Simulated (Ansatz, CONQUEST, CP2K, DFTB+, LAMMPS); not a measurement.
# CP2K runs on liquid tetrahydrofuran at 300 K (117 atoms), part 2 of 2

How do the settings of CP2K change the result for liquid tetrahydrofuran at 300 K (117 atoms)? A plane-wave run serves as the yardstick.

Program: CP2K 2026.2; the method stands at each step. Banners, paths, timers and routine set-up lines are dropped from the logs unmarked, and long logs keep their key lines alone; longer cuts are marked.

So far. Step 3 (PBE, DZVP-MOLOPT-SR, 600/70 Ry, diagonalisation): Against the first run (12 %), the force difference from the reference is 12 %, at 1.2 times the CPU time: the change moves forces by under 0.01 meV/Å r.m.s., so most of the difference comes from elsewhere.

## (4) PBE, DZVP-MOLOPT-SR, 840/50 Ry, diagonalisation

Method: Kohn-Sham DFT, PBE, GTH-PBE pseudopotentials, Gaussian and plane waves, DZVP-MOLOPT-SR-GTH, diagonalisation.

File input.inp:

```
&GLOBAL
  PROJECT cell
  RUN_TYPE ENERGY_FORCE
  PRINT_LEVEL LOW
&END GLOBAL
&FORCE_EVAL
  METHOD QS
  STRESS_TENSOR ANALYTICAL
  &DFT
    BASIS_SET_FILE_NAME BASIS_MOLOPT
    POTENTIAL_FILE_NAME GTH_POTENTIALS
    &MGRID
      CUTOFF 840
      REL_CUTOFF 50
      NGRIDS 5
    &END MGRID
    &QS
      EPS_DEFAULT 1.0E-12
    &END QS
    &SCF
      SCF_GUESS ATOMIC
      EPS_SCF 1.0E-06
      MAX_SCF 200
      ADDED_MOS 14
      &DIAGONALIZATION
        ALGORITHM STANDARD
      &END DIAGONALIZATION
      &SMEAR ON
        METHOD FERMI_DIRAC
        ELECTRONIC_TEMPERATURE [K] 580
      &END SMEAR
      &MIXING
        METHOD BROYDEN_MIXING
        ALPHA 0.3
        NBROYDEN 8
      &END MIXING
      &PRINT
        &RESTART OFF
        &END RESTART
      &END PRINT
    &END SCF
    &XC
      &XC_FUNCTIONAL PBE
      &END XC_FUNCTIONAL
    &END XC
    &PRINT
      &MULLIKEN ON
      &END MULLIKEN
      &LOWDIN ON
      &END LOWDIN
      &MO ON
        EIGENVALUES T
        OCCUPATION_NUMBERS T
        MO_INDEX_RANGE 124 147
        &EACH
          QS_SCF 0
        &END EACH
        ADD_LAST NUMERIC
      &END MO
    &END PRINT
  &END DFT
  &SUBSYS
    &CELL
      A 10.65842 0.00000 0.00000
      B 0.00000 10.65842 0.00000
      C 0.00000 0.00000 10.65842
    &END CELL
    &COORD
      SCALED
[... 117 atom lines left out: the same atoms as in the first run ...]
    &END COORD
    &KIND C
      BASIS_SET DZVP-MOLOPT-SR-GTH-q4
      POTENTIAL GTH-PBE-q4
    &END KIND
    &KIND O
      BASIS_SET DZVP-MOLOPT-SR-GTH-q6
      POTENTIAL GTH-PBE-q6
    &END KIND
    &KIND H
      BASIS_SET DZVP-MOLOPT-SR-GTH-q1
      POTENTIAL GTH-PBE-q1
    &END KIND
  &END SUBSYS
  &PRINT
    &FORCES ON
    &END FORCES
    &STRESS_TENSOR ON
    &END STRESS_TENSOR
  &END PRINT
&END FORCE_EVAL
```

Launch:

```bash
$ OMP_NUM_THREADS=1 mpirun -np 4 cp2k.psmp -i input.inp > output.txt
```

Numbers of over 12 decimals in the logs are rounded to 6 here.

The program printed:

```text
 CP2K| version string:                                       CP2K version 2026.2
 CP2K| Input file name                                                 input.inp
 GLOBAL| Basis set file name                                        BASIS_MOLOPT
 GLOBAL| Potential file name                                      GTH_POTENTIALS
 GLOBAL| Run type                                                   ENERGY_FORCE
 GLOBAL| Total number of message passing processes                             4
 GLOBAL| Number of threads for this process                                    1
[... lines left out ...]
                        Smear method:                                FERMI_DIRAC
[... lines left out ...]
 Number of electrons:                                                        270
[... lines left out ...]
  Step     Update method      Time    Convergence         Total energy    Change
[... lines left out ...]
  *** SCF run converged in    17 steps ***
[... lines left out ...]
  Fermi energy:                                                 0.111369
  Total energy:                                              -391.559069
  Total energy (extrapolated to T->0):                       -391.559069
[... lines left out ...]
 MO| E(Fermi):            0.111369 a.u.          3.030516 eV
[... lines left out ...]
     116     H        3          0.893113                              0.106887
     117     H        3          0.916888                              0.083112
 # Total charge                            270.000000                  0.000000
 ENERGY| Total FORCE_EVAL ( QS ) energy [hartree]           -391.559094
 FORCES| Atomic forces [hartree/bohr]
 FORCES|   Atom     x               y               z               |f|
 FORCES|      1 -4.33997176E-02  3.51885144E-02  1.49858921E-03   5.58928689E-02
 FORCES|      2  1.07193571E-02 -1.57527048E-02  2.14822997E-02   2.87148311E-02
 FORCES|      3 -5.98563342E-03 -1.48102883E-02 -1.24344443E-02   2.02432175E-02
[...]
FORCES|    116  1.93957663E-03 -7.12574088E-03  1.19309504E-03   7.48074972E-03
 FORCES|    117 -1.00582022E-02 -9.27550743E-03 -1.00789445E-02   1.69937516E-02
 FORCES| Sum     1.22522441E-04  8.90593165E-04  6.36440301E-04
 FORCES| Total atomic force                                       1.10146457E-03
 STRESS| Analytical stress tensor [bar]
 STRESS|                        x                   y                   z
 STRESS|      x        2.34163007594E+04  -4.31903775473E+03  -1.04847392576E+04
 STRESS|      y       -4.31903775473E+03   2.95203912655E+04  -4.10406735292E+03
 STRESS|      z       -1.04847392576E+04  -4.10406735292E+03   2.88759768011E+04
 STRESS| 1/3 Trace                                             2.72708896087E+04
```

The job ended after 4.6 min (4 MPI ranks of Intel Xeon Platinum 8375C at 2.90GHz (Ice Lake), shared host; peak memory 6.2 GiB; 17 min of CPU time).

Compared with the plane-wave run:

| Property | Result |
| --- | --- |
| r.m.s. force component | 0.8585 eV/Å |
| r.m.s. difference of force components | 95.33 meV/Å |
| longest difference of force vectors | 376.3 meV/Å |
| force difference over r.m.s. force | 11.59 % |
| slope of forces against the reference's | 1.038 |
| correlation of force components | 0.9945 |
| gap (highest filled to lowest empty level) | 5.774 eV |
| gap difference | 1.71 eV |
| pressure | 2.727 GPa |
| pressure difference | 0.3441 GPa |
| energy less the same-level run's | -0.0173 meV/atom |
| r.m.s. force difference from the same-level run | 15.45 meV/Å |

Against the first run (12 %), the force difference from the reference is 12 %, at 1.5 times the CPU time (on 4 against 2 cores): the change moves forces by 15 meV/Å r.m.s., so most of the difference comes from elsewhere.

## (5) The ladder

Differences are against the plane-wave reference, forces as r.m.s. over components; share is that over the reference's r.m.s. force, slope the least-squares factor from reference forces to these. Total energies of different programs have different zeros and aren't compared.

```tsv
run	Δ force, r.m.s. (meV/Å)	share (%)	slope	Δ pressure (GPa)	Δ gap (eV)	cores	CPU time	memory (GiB)
reference	-	-	-	-	-	4	40 s	1.3
CP2K PBE, DZVP-MOLOPT-SR, 600/50 Ry, diagonalisation	95.9	11.7	1.037	0.344	1.71	2	11 min	3.5
CP2K PBE, DZVP-MOLOPT-SR, 600/70 Ry, diagonalisation	95.9	11.7	1.037	0.344	1.71	2	13 min	3.5
CP2K PBE, DZVP-MOLOPT-SR, 840/50 Ry, diagonalisation	95.3	11.6	1.038	0.344	1.71	4	17 min	6.2
```

CPU time is summed over cores on a shared host, where runs went side by side, so it is rough. Symmetry, cutoffs, thresholds, outputs and thread counts weren't matched or tuned between programs; memory under MPI is the largest rank's times the ranks.

Mean charges by element (e), by run and scheme:

```tsv
run	scheme	C	O	H
reference	Löwdin	-0.17	-0.37	+0.18
CP2K PBE, DZVP-MOLOPT-SR, 600/50 Ry, diagonalisation	Mulliken	-0.11	-0.19	+0.08
CP2K PBE, DZVP-MOLOPT-SR, 600/70 Ry, diagonalisation	Mulliken	-0.11	-0.19	+0.08
CP2K PBE, DZVP-MOLOPT-SR, 840/50 Ry, diagonalisation	Mulliken	-0.11	-0.19	+0.08
```

The reference's Löwdin charges lack the electrons that the projection spills, 0.031 e an atom on average.

Within one program, basis, potentials and functional, energies share a zero. Each run against its twin at the usual cutoff or grid and solver:

```tsv
run	twin	Δ energy (meV/atom)	Δ force, r.m.s. (meV/Å)	CPU time over the twin's
CP2K PBE, DZVP-MOLOPT-SR, 600/70 Ry, diagonalisation	DZVP-MOLOPT-SR, 600/50 Ry, diagonalisation	0	0	1.2
CP2K PBE, DZVP-MOLOPT-SR, 840/50 Ry, diagonalisation	DZVP-MOLOPT-SR, 600/50 Ry, diagonalisation	-0.0173	15.5	1.5 (this twin ran on 2 cores)
```

## (6) Outcome

| Quantity | Value |
| --- | --- |
| nearest in forces | a tie at 12 % of 3 runs: CP2K PBE, DZVP-MOLOPT-SR, 600/50 Ry, diagonalisation; CP2K PBE, DZVP-MOLOPT-SR, 600/70 Ry, diagonalisation; CP2K PBE, DZVP-MOLOPT-SR, 840/50 Ry, diagonalisation |

In words: The PBE runs in local orbitals differ by 12 % in each run; basis, grid and potentials can all enter. None of the electronic-structure runs in the table takes under half the reference's CPU time of 40 s; they take 17 to 26 times as much. At the same functional, the gap of these runs lies 1.71 eV above the reference's 4.06 eV. A likely cause of the wide gaps: compact atomic orbitals describe empty levels worse than filled ones. Charges hang on scheme and program or settings: among these rows the mean for O runs from -0.37 to -0.19 e. The network of contacts between molecules at the start is that of the classical potential that made the cell, and needn't be the one that DFT or experiment would give. The reference's PBE has no dispersion term, which matters for the binding between molecules or layers. The density was typed from a rule of thumb and may lie off the real one at this temperature. The electronic-structure runs sample only Γ, in a cell whose shortest periodic width is 11 Å.

[Also dropped from logs without a mark: logging warnings of Python, and SIESTA's first energy breakdown and zero terms.]

[Logs are printed without paths, hosts, clocks, repeated set-up lines and the standing remarks that a program may print on its own settings, such as how far it seeks lower states.]

[Hosts, paths, dates, database ids (printed as entryN), source tags and the programs' standing remarks are cut or masked in the printed files.]
